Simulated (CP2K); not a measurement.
Two runs for the F K edge of vinyl fluoride. Run A: CP2K XAS_TDP, all-electron GAPW, PBEh(45%), aug-cc-pVTZ, TDA, no relativity. Run B differs in one setting.

First lines with a strength over 0.0015. A:

```
            atom  energy (eV)  states  strength, one atom
F3 (bonded to C)       682.67       1              0.0088
                       683.19       1              0.0260
                       684.14       1              0.0081
                       684.92       1              0.0035
                       686.02       1              0.0019
```

B:

```
            atom  energy (eV)  states  strength, one atom
F3 (bonded to C)       686.89       1              0.0088
                       687.41       1              0.0258
                       688.37       1              0.0081
                       689.15       1              0.0035
                       690.25       1              0.0019
```

Question: Which was it: the basis, scalar relativity switched on, GW2X switched on, the functional?

GW2X switched on. GW2X shifts an atom's lines together and keeps their spacings. Against PBEh(45%) in aug-cc-pVTZ, the leading line moves by +4.22 eV, to 687.41 eV.

[Banner, clock and machine lines of the logs are left out without a mark of their own.]

[Logs are printed without paths, hosts, clocks, repeated set-up lines and the standing remarks that a program may print on its own settings, such as how far it seeks lower states.]

[Hosts, paths, dates, database ids (printed as entryN), source tags and the programs' standing remarks are cut or masked in the printed files.]
